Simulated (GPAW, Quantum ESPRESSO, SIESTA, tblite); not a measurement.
## Atom list for C(100)/TiO2(101) interface (120 atoms)

This is the built cell with every atom moved at random. Method: Kohn-Sham DFT, PBE, SSSP efficiency 1.3.0 pseudopotentials, plane waves; sssp-1.3.0-efficiency; 60/480 Ry; levels smeared at 580 K (Quantum ESPRESSO 7.5); Γ point.

Extended XYZ; positions in Å, forces in eV/Å:

```xyz
120
Lattice="10.239 0.000 0.000 0.000 7.570 0.000 0.000 0.000 23.581" Properties=species:S:1:pos:R:3:forces:R:3 pbc="T T T"
C 7.614 5.065 6.040 2.358 -0.052 1.589
C 6.347 2.515 6.739 -1.301 -0.015 3.268
C 6.300 3.825 7.713 2.513 0.231 1.683
C 7.683 3.946 8.670 -0.960 -2.817 -0.984
C 7.695 2.651 9.514 -1.860 -0.776 2.615
C 6.299 4.971 10.519 3.024 0.619 -2.990
C 7.613 2.592 6.206 2.659 0.829 -2.188
C 6.389 7.444 6.804 -0.095 1.922 0.015
C 6.330 1.258 7.755 1.593 -0.730 -1.954
C 7.658 1.277 8.536 -1.729 0.458 4.013
C 7.612 7.521 9.519 0.566 6.647 4.509
C 6.366 2.671 10.355 -0.246 0.618 -1.422
C 7.664 0.007 5.880 0.517 -1.246 3.893
C 6.417 5.002 6.822 -3.001 1.403 0.223
C 6.262 6.206 7.888 2.482 2.380 -2.494
C 7.534 6.337 8.843 0.429 -1.368 -5.770
C 7.734 5.208 9.628 -1.813 -6.330 0.194
C 6.210 7.529 10.430 3.987 -0.938 -0.145
C 5.079 5.019 5.934 1.216 -0.366 2.631
C 3.881 2.711 6.891 -0.807 -6.389 -2.592
C 3.823 3.755 7.829 0.410 3.074 3.138
C 5.149 4.038 8.794 -1.127 -14.018 -8.878
C 5.031 2.468 9.534 4.122 4.613 4.084
C 3.823 5.050 10.335 0.207 0.910 -0.171
C 5.070 2.477 6.056 -0.083 0.455 -0.031
C 3.854 7.528 7.010 -0.274 1.845 -5.351
C 3.673 1.232 7.851 9.299 -0.406 -4.618
C 5.127 1.288 8.615 -3.677 -0.944 0.994
C 5.098 7.519 9.523 -0.272 3.168 2.804
C 3.926 2.495 10.623 -4.372 -2.266 -3.218
C 5.172 7.499 5.994 -2.034 0.046 2.515
C 3.989 4.879 6.938 -3.410 5.397 -3.876
C 3.855 6.323 7.800 -1.772 -3.018 -0.364
C 4.921 6.360 8.743 5.211 -3.793 -2.427
C 5.209 5.066 9.545 -4.137 7.425 6.676
C 3.979 0.109 10.502 -7.849 1.208 -1.506
C 2.629 4.995 6.047 -0.526 0.160 1.251
C 1.402 2.613 6.987 -3.056 -2.141 -4.291
C 1.157 3.862 7.785 3.469 -1.580 0.764
C 2.548 3.804 8.711 -0.599 -0.421 0.023
C 2.460 2.477 9.609 4.079 0.395 -2.884
C 1.341 5.103 10.274 -7.152 -0.564 3.036
C 2.629 2.507 6.041 -0.854 1.099 2.442
C 1.339 7.542 7.019 -0.722 3.705 -7.536
C 1.300 1.275 7.787 -1.255 0.623 0.301
C 2.567 1.196 8.567 -5.988 1.865 7.733
C 2.484 7.549 9.613 2.328 0.460 -0.178
C 1.390 2.616 10.402 -5.860 -1.082 -0.058
C 2.592 7.527 6.103 0.586 -0.008 1.866
C 1.198 5.153 6.913 2.244 -5.360 -3.724
C 1.327 6.305 7.660 -1.161 1.315 6.321
C 2.558 6.177 8.505 -0.317 3.580 3.863
C 2.452 5.145 9.583 7.306 -3.185 -2.716
C 1.299 0.109 10.500 -0.494 0.272 -3.885
C 0.051 5.075 6.046 -2.482 0.449 0.842
C 8.932 2.510 6.951 -0.965 2.223 -3.299
C 8.913 3.826 7.713 0.719 0.631 3.632
C 10.202 3.707 8.652 -1.526 2.466 0.055
C 10.152 2.412 9.565 3.299 5.526 3.920
C 9.073 4.954 10.323 -6.257 0.627 1.979
C 10.181 2.492 6.086 2.210 0.337 0.661
C 8.898 7.468 6.888 1.420 2.707 -4.063
C 8.930 1.377 7.824 0.122 -5.234 -1.024
C 10.173 1.308 8.713 1.926 -1.203 -3.714
C 10.231 0.113 9.492 0.765 -2.482 4.071
C 9.006 2.635 10.568 -4.270 0.416 -3.525
C 0.139 7.549 5.939 -2.421 -0.156 3.434
C 8.922 5.149 7.072 0.357 -9.939 -10.994
C 8.950 6.226 7.725 0.463 10.832 6.578
C 0.064 6.405 8.657 -2.501 -1.177 -1.244
C 0.011 5.152 9.470 3.021 -2.436 3.382
C 8.997 0.028 10.354 -3.216 -2.194 -1.347
Ti 5.111 7.022 12.331 5.388 2.546 1.081
Ti 10.182 5.260 12.511 0.368 1.099 -0.023
Ti 7.269 5.207 13.356 0.774 0.134 -0.809
Ti 2.344 7.072 13.353 -1.899 -0.159 2.247
O 6.975 6.975 13.121 0.938 1.784 0.866
O 1.851 5.261 13.224 -0.409 -0.393 -0.263
O 9.109 5.314 14.096 1.057 -0.497 -2.778
O 4.012 7.107 14.099 1.249 0.036 -0.936
O 0.380 7.062 12.352 -0.021 -0.099 1.626
O 5.388 5.296 12.626 -0.805 -2.809 0.647
O 8.257 5.133 11.666 5.434 -0.032 1.092
O 3.418 7.121 11.794 -0.587 1.324 -3.591
Ti 3.763 7.062 15.991 -3.354 3.240 0.944
Ti 8.633 5.267 15.863 1.182 -0.532 3.933
Ti 5.805 5.166 16.797 5.510 1.292 -0.342
Ti 0.809 6.904 16.933 4.803 6.180 -0.963
O 5.503 7.129 16.707 2.730 -0.768 1.199
O 0.411 5.338 16.576 0.427 -5.875 0.763
O 7.725 5.084 17.459 -2.971 0.425 0.653
O 2.651 7.115 17.541 -1.875 -0.622 1.011
O 9.227 7.052 16.069 -0.987 1.896 0.010
O 3.948 5.314 16.222 1.062 -5.000 0.505
O 6.933 5.288 15.208 -3.100 -0.125 -0.001
O 2.019 7.121 15.336 -3.207 -0.007 -2.077
Ti 4.964 3.326 12.408 4.702 -0.743 0.315
Ti 10.236 1.572 12.548 1.281 -1.992 -2.668
Ti 7.439 1.478 13.519 -3.561 -0.423 -6.803
Ti 2.271 3.224 13.254 -1.159 2.363 0.690
O 6.784 3.413 13.155 1.059 -1.093 0.783
O 1.794 1.523 13.213 0.495 -3.409 0.411
O 9.242 1.447 13.959 0.042 -0.466 3.105
O 3.953 3.282 14.006 1.647 0.075 0.696
O 0.359 3.268 12.616 -0.601 3.090 0.665
O 5.729 1.334 12.664 -2.415 1.047 0.030
O 8.362 1.530 11.645 4.132 1.066 -3.668
O 3.184 3.238 11.648 2.718 -0.907 -1.951
Ti 3.562 3.422 16.045 1.188 -1.692 -0.870
Ti 8.796 1.454 15.959 1.374 0.400 4.039
Ti 5.877 1.513 16.893 2.974 -1.601 -0.860
Ti 0.956 3.385 16.881 -2.375 -1.609 -3.180
O 5.565 3.287 16.476 -0.797 1.239 0.730
O 0.400 1.375 16.671 0.380 1.885 0.862
O 7.730 1.478 17.578 -1.413 -0.122 -1.788
O 2.566 3.388 17.621 0.092 0.082 0.318
O 9.200 3.428 16.117 0.672 -1.701 -0.230
O 4.081 1.339 16.251 -0.254 3.477 0.191
O 7.016 1.541 15.105 -2.138 -0.265 5.689
O 1.952 3.398 15.139 -2.219 -0.042 3.164
```

The main run has no spin polarisation, so any moments at edges, vacancies or dangling bonds can't form in it. Only the Γ point is sampled, in a cell whose shortest periodic width is 8 Å, which is coarse for a cell with partly filled levels.

The r.m.s. force component is 3.00 eV/Å; the longest force, 16.6 eV/Å, acts on C22.

[Logs are printed without paths, hosts, clocks, repeated set-up lines and the standing remarks that a program may print on its own settings, such as how far it seeks lower states.]

[Hosts, paths, dates, database ids (printed as entryN), source tags and the programs' standing remarks are cut or masked in the printed files.]
